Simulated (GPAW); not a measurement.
# Ti K ELNES/XANES of TiPd (Pm-3m) from DFT, part 3 of 3

How does the Ti K edge of TiPd (Pm-3m) move when the bonds are compressed or stretched?

GPAW 26.7.0; X-ray absorption from dipole matrix elements to empty bands, plane-wave PAW LDA.

So far. Step 4 (Spectrum with XCH, Ti atom 2): The total-energy difference is 4970.22 eV. One term is added: -22.68 eV, since the hole is spin-paired here and a spin-polarised one costs that much less in the free atom (computed apart). The photon energy is then 4947.54 eV. The tabulated edge of the element is 4966 eV. The functional leaves an error in such absolute values: in the free atom LDA prices this hole 13.2 eV below PBE (computed apart), and PBE is itself good to a few eV.

### 8. Spectrum with XCH, Ti atom 2

Shorter bonds are expected to push antibonding states and scattering resonances up, and longer ones down; the cell is scaled to test that.

Changed against the first core-hole run: volume scale from 1 to 0.97.

Contents of xas.py:

```python
import numpy as np
from ase import Atoms
from ase.parallel import parprint, paropen
from gpaw import GPAW, PW, FermiDirac, Mixer, MixerDif, setup_paths
from gpaw.test import gen
setup_paths.insert(0, '.')
gen('Ti', name='fch1s', xcname='LDA', corehole=(1, 0, 1), write_xml=True)
from gpaw.mpi import world
world.barrier()

atoms = Atoms('Pd4Ti4',
    cell=[[3.14787659, 3.14787659, 3.14787659],
     [-3.14787659, 3.14787659, -3.14787659],
     [-3.14787659, -3.14787659, 3.14787659]],
    scaled_positions=[[0, 0, 0],
     [0, 0.5, 0.5],
     [0.5, 0, 0.5],
     [0.5, 0.5, 0],
     [0.5, 0, 0],
     [0.5, 0.5, 0.5],
     [0, 0, 0.5],
     [0, 0.5, 0]],
    pbc=True)
atoms.calc = calc = GPAW(legacy_gpaw=True, mode=PW(430), xc='LDA', setups={4: 'fch1s'},
    kpts={'size': (6, 6, 6), 'gamma': True}, occupations=FermiDirac(0.1),
    charge=-1, mixer=Mixer(0.1, 5, 50), maxiter=150,
    convergence={'density': 0.0001}, txt='scf.txt')
energy = atoms.get_potential_energy() + calc.get_reference_energy()
ef = calc.get_fermi_level()
out = dict(energy=energy, fermi=ef, forces=atoms.get_forces().tolist())
parprint(f'all-electron energy {energy:.4f} eV, Fermi level {ef:.4f} eV')
ev = np.array([[calc.get_eigenvalues(k, s) for k in range(len(calc.get_ibz_k_points()))] for s in range(calc.get_number_of_spins())])
out['homo'], out['lumo'], out['counts'] = ev[ev < ef].max(), ev[ev > ef].min(), sorted(set((ev < ef).sum((0, 2)).tolist()))
out['filled'] = (ev[:, 0] < ef).sum(1).tolist()

from ase.units import Ha
from gpaw.xas import dipole_matrix_elements
nb = int(calc.get_number_of_electrons() / 2) + 117
top, nb = nb, nb + 8 + nb // 12
nscf = calc.fixed_density(kpts={'size': (6, 6, 6), 'gamma': True}, nbands=nb,
    convergence={'bands': top, 'eigenstates': 1e-5}, maxiter=60, txt='nscf.txt')
cell = atoms.cell.array
ops = [cell.T @ U.T @ np.linalg.inv(cell.T) for U in nscf.wfs.kd.symmetry.op_scc]
E = np.arange(-6, 34, 0.1)
fwhm = np.interp(E, [4, 25], [0.94, 3.5])
Y, X, zero, highest = 0, 0, 1e9, 1e9
for spin in range(nscf.get_number_of_spins()):
    wfs = nscf.wfs
    A = dipole_matrix_elements(wfs.setups[4])
    eps = np.zeros((wfs.kd.nibzkpts, nb))
    d = np.zeros((3, A.shape[1], wfs.kd.nibzkpts, nb), complex)
    for kpt in wfs.kpt_u:
        if kpt.s == spin and 4 in kpt.P_ani:
            eps[kpt.k] = kpt.eps_n * Ha
            d[:, :, kpt.k] = (kpt.weight * wfs.nspins / 2) ** 0.5 * np.inner(A, kpt.P_ani[4])
    world.sum(eps)
    world.sum(d)
    T = np.einsum('amkn,bmkn->abkn', d, d.conj()).real
    T = sum(np.einsum('ai,ijkn,bj->abkn', R, T, R) for R in ops) / len(ops)
    empty = eps > ef
    zero, highest = min(zero, eps[empty].min()), min(highest, eps[:, top - 1].min())
    lines = [(eps, T, empty)] if spin == 0 else lines + [(eps, T, empty)]
for eps, T, empty in lines:
    f = np.einsum('aakn->akn', T).reshape(3, -1)
    x = eps.ravel() - zero
    w = np.interp(x, E, fwhm) / 2.35482
    g = np.exp(-0.5 * ((E[:, None] - x) / w) ** 2) / (w * (2 * np.pi) ** 0.5)
    Y = Y + (f * empty.ravel()) @ g.T
    X = X + (f * ~empty.ravel()) @ g.T
out.update(E=E.round(2).tolist(), xas=Y.tolist(), xes=X.tolist(), zero=zero, valid=highest - zero, nk=len(eps), nb=nb)
for i in range(0, len(E), 10):
    parprint(f'{E[i]:7.2f}', *(f'{v:10.3e}' for v in Y[:, i]))
import json
with paropen('out.json', 'w') as f:
    json.dump(out, f)
```

Started as:

```
$ OMP_NUM_THREADS=1 mpirun -n 2 gpaw python xas.py
```

Numbers of over 12 decimals in the logs are rounded to 6 here.

Output:

```text
Input parameters:
  charge: -1
  convergence: {density: 0.0001}
  kpts: {gamma: True,
         size: (6, 6, 6)}
  maxiter: 150
  mixer: {backend: pulay,
          beta: 0.1,
          method: separate,
          nmaxold: 5,
          weight: 50}
  mode: {ecut: 430.0,
         name: pw}
  occupations: {fixmagmom: False,
                name: fermi-dirac,
                width: 0.1}
  setups: {4: fch1s}

Initialize ...

[...]
*d    :     0.333350
--------------------------------

Diagonalizing with gridspacing h=0.050

state   all-electron     PAW
-------------------------------
3s:      -2.983269    -2.983558
3p:      -2.108060    -2.108705
3d:      -0.666650    -0.667242
*f:                   -0.026873
-------------------------------
all-electron energy -636172.3187 eV, Fermi level 9.4809 eV
[...]
32.00  4.264e-07  4.264e-07  4.264e-07
  33.00  4.293e-07  4.293e-07  4.293e-07
[key lines of the parts left out:]
Converged after 31 iterations.
Dipole moment: (0.000000, 0.000000, 0.000000) |e|*Ang
Free energy:    -66.780711
Fermi level: 9.48088
```

Run time: 5.7 min. Hardware: 2 MPI ranks of Arm Neoverse V2, shared host; peak memory 0.52 GiB.

| E (eV) | first run | this run |
| --- | --- | --- |
| -2.0 | 0.00 | 0.00 |
| -1.0 | 0.00 | 0.00 |
| 0.0 | 0.46 | 0.46 |
| 1.0 | 0.48 | 0.52 |
| 2.0 | 0.21 | 0.21 |
| 3.0 | 0.55 | 0.49 |
| 4.0 | 0.75 | 0.75 |
| 5.0 | 0.72 | 0.79 |
| 6.0 | 0.53 | 0.55 |
| 7.0 | 0.51 | 0.47 |
| 8.0 | 0.98 | 0.87 |
| 9.0 | 1.18 | 1.18 |
| 10.0 | 1.17 | 1.16 |
| 11.0 | 1.30 | 1.27 |
| 12.0 | 1.34 | 1.35 |
| 13.0 | 1.34 | 1.34 |
| 14.0 | 1.36 | 1.35 |
| 15.0 | 1.42 | 1.35 |
| 16.0 | 1.63 | 1.54 |
| 17.0 | 1.57 | 1.62 |
| 18.0 | 1.24 | 1.36 |
| 19.0 | 0.93 | 1.02 |
| 20.0 | 0.79 | 0.82 |
| 21.0 | 0.79 | 0.78 |
| 22.0 | 0.86 | 0.82 |
| 23.0 | 0.95 | 0.90 |
| 24.0 | 0.99 | 0.97 |
| 25.0 | 0.94 | 0.97 |
| 26.0 | 0.83 | 0.89 |
| 27.0 | 0.74 | 0.78 |
| 28.0 | 0.73 | 0.72 |
| 29.0 | 0.79 | 0.73 |
| 30.0 | 0.87 | 0.81 |
| 31.0 | 0.91 | 0.87 |
| 32.0 | 0.91 | 0.89 |

Against the first run the r.m.s. difference is 5 %. The highest intensity below 24 eV goes from 16.4 eV (1.66) to 16.7 eV (1.63).

The photon energy of the zero moves by -0.07 eV.

### 9. Reference energy of the supercell

The cell changes for the next run, so it gets a reference energy of its own.

The cell differs from the one that the last finished run ended in (a 5.452 → 5.616 Å, b 5.452 → 5.616 Å, c 5.452 → 5.616 Å).

Contents of scf.py:

```python
import numpy as np
from ase import Atoms
from ase.parallel import parprint, paropen
from gpaw import GPAW, PW, FermiDirac, Mixer, MixerDif, setup_paths
from gpaw.test import gen
setup_paths.insert(0, '.')
gen('Ti', name='nch1s', xcname='LDA', corehole=(1, 0, 0), write_xml=True)
from gpaw.mpi import world
world.barrier()

atoms = Atoms('Pd4Ti4',
    cell=[[3.24236878, 3.24236878, 3.24236878],
     [-3.24236878, 3.24236878, -3.24236878],
     [-3.24236878, -3.24236878, 3.24236878]],
    scaled_positions=[[0, 0, 0],
     [0, 0.5, 0.5],
     [0.5, 0, 0.5],
     [0.5, 0.5, 0],
     [0.5, 0, 0],
     [0.5, 0.5, 0.5],
     [0, 0, 0.5],
     [0, 0.5, 0]],
    pbc=True)
atoms.calc = calc = GPAW(legacy_gpaw=True, mode=PW(430), xc='LDA', setups={4: 'nch1s'},
    kpts={'size': (6, 6, 6), 'gamma': True}, occupations=FermiDirac(0.1),
    charge=0, mixer=Mixer(0.1, 5, 50), maxiter=150,
    convergence={'density': 0.0001}, txt='scf.txt')
energy = atoms.get_potential_energy() + calc.get_reference_energy()
ef = calc.get_fermi_level()
out = dict(energy=energy, fermi=ef, forces=atoms.get_forces().tolist())
parprint(f'all-electron energy {energy:.4f} eV, Fermi level {ef:.4f} eV')
ev = np.array([[calc.get_eigenvalues(k, s) for k in range(len(calc.get_ibz_k_points()))] for s in range(calc.get_number_of_spins())])
out['homo'], out['lumo'], out['counts'] = ev[ev < ef].max(), ev[ev > ef].min(), sorted(set((ev < ef).sum((0, 2)).tolist()))
out['filled'] = (ev[:, 0] < ef).sum(1).tolist()
import json
with paropen('out.json', 'w') as f:
    json.dump(out, f)
```

Started as:

```
$ OMP_NUM_THREADS=1 mpirun -n 2 gpaw python scf.py
```

Output:

```text
Input parameters:
  convergence: {density: 0.0001}
  kpts: {gamma: True,
         size: (6, 6, 6)}
  maxiter: 150
  mixer: {backend: pulay,
          beta: 0.1,
          method: separate,
          nmaxold: 5,
          weight: 50}
  mode: {ecut: 430.0,
         name: pw}
  occupations: {fixmagmom: False,
                name: fermi-dirac,
                width: 0.1}
  setups: {4: nch1s}

Initialize ...

[...]
4s(2) :    -0.168799     0.990650
3p(6) :    -1.425558     0.436626
4p(0) :    -0.056429     0.981035
3d(2) :    -0.164024     0.588737
*d    :     0.835976
--------------------------------

Diagonalizing with gridspacing h=0.050

state   all-electron     PAW
-------------------------------
3s:      -2.287902    -2.288205
3p:      -1.425558    -1.426242
3d:      -0.164024    -0.164519
*f:                    0.065395
-------------------------------
all-electron energy -641141.5285 eV, Fermi level 8.4750 eV
[key lines of the parts left out:]
Converged after 29 iterations.
Dipole moment: (0.000000, 0.000000, 0.000000) |e|*Ang
Free energy:    -53.636154
Fermi level: 8.47503
```

Wall time 2.6 min (2 MPI ranks); peak memory 0.31 GiB.

Reference energy: -641141.529 eV with the cores included.

### 10. Spectrum with XCH, Ti atom 2

Shorter bonds are expected to push antibonding states and scattering resonances up, and longer ones down; the cell is scaled to test that.

Changed against the first core-hole run: volume scale from 1 to 1.06.

xas.py, as its differences from that of step 8:

```diff
@@ -11,5 +11,5 @@
 atoms = Atoms('Pd4Ti4',
-    cell=[[3.14787659, 3.14787659, 3.14787659],
-     [-3.14787659, 3.14787659, -3.14787659],
-     [-3.14787659, -3.14787659, 3.14787659]],
+    cell=[[3.24236878, 3.24236878, 3.24236878],
+     [-3.24236878, 3.24236878, -3.24236878],
+     [-3.24236878, -3.24236878, 3.24236878]],
     scaled_positions=[[0, 0, 0],
@@ -37,3 +37,3 @@
 from gpaw.xas import dipole_matrix_elements
-nb = int(calc.get_number_of_electrons() / 2) + 117
+nb = int(calc.get_number_of_electrons() / 2) + 124
 top, nb = nb, nb + 8 + nb // 12
```

Started as:

```
$ OMP_NUM_THREADS=1 mpirun -n 2 gpaw python xas.py
```

Output:

```text
Input parameters:
  charge: -1
  convergence: {density: 0.0001}
  kpts: {gamma: True,
         size: (6, 6, 6)}
  maxiter: 150
  mixer: {backend: pulay,
          beta: 0.1,
          method: separate,
          nmaxold: 5,
          weight: 50}
  mode: {ecut: 430.0,
         name: pw}
  occupations: {fixmagmom: False,
                name: fermi-dirac,
                width: 0.1}
  setups: {4: fch1s}

Initialize ...

[...]
*d    :     0.333350
--------------------------------

Diagonalizing with gridspacing h=0.050

state   all-electron     PAW
-------------------------------
3s:      -2.983269    -2.983558
3p:      -2.108060    -2.108705
3d:      -0.666650    -0.667242
*f:                   -0.026873
-------------------------------
all-electron energy -636171.1898 eV, Fermi level 8.2761 eV
[...]
32.00  4.643e-07  4.643e-07  4.643e-07
  33.00  4.656e-07  4.656e-07  4.656e-07
[key lines of the parts left out:]
Converged after 29 iterations.
Dipole moment: (0.000000, -0.000000, 0.000000) |e|*Ang
Free energy:    -65.676250
Fermi level: 8.27614
```

The job ended after 6.1 min (2 MPI ranks; peak memory 0.55 GiB; 12 min of CPU time).

| E (eV) | first run | this run |
| --- | --- | --- |
| -2.0 | 0.00 | 0.00 |
| -1.0 | 0.00 | 0.00 |
| 0.0 | 0.46 | 0.44 |
| 1.0 | 0.48 | 0.42 |
| 2.0 | 0.21 | 0.23 |
| 3.0 | 0.55 | 0.62 |
| 4.0 | 0.75 | 0.79 |
| 5.0 | 0.72 | 0.58 |
| 6.0 | 0.53 | 0.49 |
| 7.0 | 0.51 | 0.67 |
| 8.0 | 0.98 | 1.12 |
| 9.0 | 1.18 | 1.15 |
| 10.0 | 1.17 | 1.22 |
| 11.0 | 1.30 | 1.33 |
| 12.0 | 1.34 | 1.32 |
| 13.0 | 1.34 | 1.36 |
| 14.0 | 1.36 | 1.42 |
| 15.0 | 1.42 | 1.60 |
| 16.0 | 1.63 | 1.67 |
| 17.0 | 1.57 | 1.38 |
| 18.0 | 1.24 | 1.03 |
| 19.0 | 0.93 | 0.83 |
| 20.0 | 0.79 | 0.79 |
| 21.0 | 0.79 | 0.85 |
| 22.0 | 0.86 | 0.95 |
| 23.0 | 0.95 | 1.00 |
| 24.0 | 0.99 | 0.95 |
| 25.0 | 0.94 | 0.84 |
| 26.0 | 0.83 | 0.75 |
| 27.0 | 0.74 | 0.75 |
| 28.0 | 0.73 | 0.83 |
| 29.0 | 0.79 | 0.91 |
| 30.0 | 0.87 | 0.95 |
| 31.0 | 0.91 | 0.96 |
| 32.0 | 0.91 | 0.97 |

The scaled spectrum changes by 9 % r.m.s. The highest intensity below 24 eV goes from 16.4 eV (1.66) to 15.7 eV (1.69).

The photon energy of the zero moves by +0.12 eV.

### 11. The volumes side by side

| volume | nearest distance (Å) | shift of the zero (eV) | maximum 1 (eV above own zero) | maximum 2 (eV above own zero) | maximum 3 (eV above own zero) |
| --- | --- | --- | --- | --- | --- |
| 0.94 | 2.698 | -0.14 | 4.9 | 17.1 | 25.1 |
| 0.97 | 2.726 | -0.07 | 4.7 | 16.7 | 24.5 |
| 1 | 2.754 | +0.00 | 4.5 | 16.4 | 24.0 |
| 1.06 | 2.808 | +0.12 | 4.2 | 15.7 | 23.0 |

The curves, each shifted by its zero's change so that they share one photon-energy axis, counted from the zero at V × 1:

| E (eV) | V × 0.94 | V × 0.97 | V × 1 | V × 1.06 |
| --- | --- | --- | --- | --- |
| -2.0 | 0.00 | 0.00 | 0.00 | 0.00 |
| -1.0 | 0.01 | 0.01 | 0.00 | 0.00 |
| 0.0 | 0.62 | 0.54 | 0.46 | 0.33 |
| 1.0 | 0.44 | 0.46 | 0.48 | 0.52 |
| 2.0 | 0.22 | 0.21 | 0.21 | 0.21 |
| 3.0 | 0.51 | 0.53 | 0.55 | 0.58 |
| 4.0 | 0.76 | 0.75 | 0.75 | 0.76 |
| 5.0 | 0.82 | 0.77 | 0.72 | 0.62 |
| 6.0 | 0.56 | 0.54 | 0.53 | 0.50 |
| 7.0 | 0.47 | 0.48 | 0.51 | 0.61 |
| 8.0 | 0.81 | 0.90 | 0.98 | 1.09 |
| 9.0 | 1.17 | 1.18 | 1.18 | 1.16 |
| 10.0 | 1.16 | 1.16 | 1.17 | 1.21 |
| 11.0 | 1.26 | 1.28 | 1.30 | 1.32 |
| 12.0 | 1.36 | 1.35 | 1.34 | 1.32 |
| 13.0 | 1.36 | 1.34 | 1.34 | 1.35 |
| 14.0 | 1.34 | 1.35 | 1.36 | 1.41 |
| 15.0 | 1.32 | 1.36 | 1.42 | 1.57 |
| 16.0 | 1.46 | 1.55 | 1.63 | 1.69 |
| 17.0 | 1.61 | 1.61 | 1.57 | 1.43 |
| 18.0 | 1.43 | 1.34 | 1.24 | 1.07 |
| 19.0 | 1.09 | 1.00 | 0.93 | 0.84 |
| 20.0 | 0.84 | 0.81 | 0.79 | 0.79 |
| 21.0 | 0.77 | 0.78 | 0.79 | 0.84 |
| 22.0 | 0.80 | 0.83 | 0.86 | 0.94 |
| 23.0 | 0.86 | 0.91 | 0.95 | 1.00 |
| 24.0 | 0.94 | 0.97 | 0.99 | 0.96 |
| 25.0 | 0.97 | 0.97 | 0.94 | 0.85 |
| 26.0 | 0.93 | 0.88 | 0.83 | 0.76 |
| 27.0 | 0.83 | 0.78 | 0.74 | 0.75 |
| 28.0 | 0.73 | 0.71 | 0.73 | 0.82 |
| 29.0 | 0.70 | 0.74 | 0.79 | 0.90 |
| 30.0 | 0.76 | 0.82 | 0.87 | 0.95 |
| 31.0 | 0.83 | 0.87 | 0.91 | 0.96 |
| 32.0 | 0.86 | 0.89 | 0.91 | 0.96 |

### 12. Outcome

| Property | Result |
| --- | --- |
| absorber and edge | Ti K, atom 2 of the ground-state input (counted from 1) |
| surroundings | 8 Pd at 2.75 Å and 6 Ti at 3.18 Å (cube and octahedron, as in bcc, site symmetry m-3m) |
| highest intensity below 24 eV | 16.4 eV above the zero, height 1.66 |
| photon energy of the zero, with the added terms | 4947.5 eV (raw 4970.2 eV; LDA puts this hole about 13 eV below PBE, itself good to a few eV) |

From V × 0.94 to V × 1.06 the nearest distance grows by 0.110 Å and the zero moves by +0.27 eV. Above their own zero, the maxima move from 4.9 to 4.2 eV, from 17.1 to 15.7 eV and from 25.1 to 23.0 eV. The one highest in energy moves most, in the direction that the rule ΔE·R² ≈ constant for scattering resonances gives. The Ti K edge of atom 2, with 8 Pd at 2.75 Å and 6 Ti at 3.18 Å (cube and octahedron, as in bcc, site symmetry m-3m), has its highest intensity of the first 24 eV at 16.4 eV above the zero, near 4964 eV in photon energy (LDA puts this hole about 13 eV below PBE, itself good to a few eV), 1.7 times the mean level of the first 20 eV (Gaussian full width 0.94 eV up to 4 eV, rising linearly to 3.5 eV at 25 eV). The strongest dipole feature below the main edge lies at 4.5 eV (height 0.83); the site has an inversion centre, so it comes from p states mixed with the neighbours' empty states, not from local p–d mixing. Quadrupole 1s→3d transitions, which feed the pre-edge, are not in the dipole spectrum. The holes are only 5.5 Å apart, so the shape is probably not converged with cell size; no larger cell was run here. The mesh is coarse (0.23 Å⁻¹ between points), so small maxima may be mesh ripples. Lifetime broadening is put in by hand, and intensities beyond about 20 eV depend on it and on the partial waves. The structure is a published determination, not relaxed.

[Banner, clock and machine lines of the logs are left out without a mark of their own.]

[Logs are printed without paths, hosts, clocks, repeated set-up lines and the standing remarks that a program may print on its own settings, such as how far it seeks lower states.]

[Hosts, paths, dates, database ids (printed as entryN), source tags and the programs' standing remarks are cut or masked in the printed files.]

[Lists of maxima count a maximum above −3 eV only where it reaches 4 % of the highest in the window and stands out from its surroundings by 2 % of it (1.5 % where it reaches 55 %); shoulders and weaker maxima are passed over, and of the rest the first, up to two pre-edge ones and the few strongest are named.]
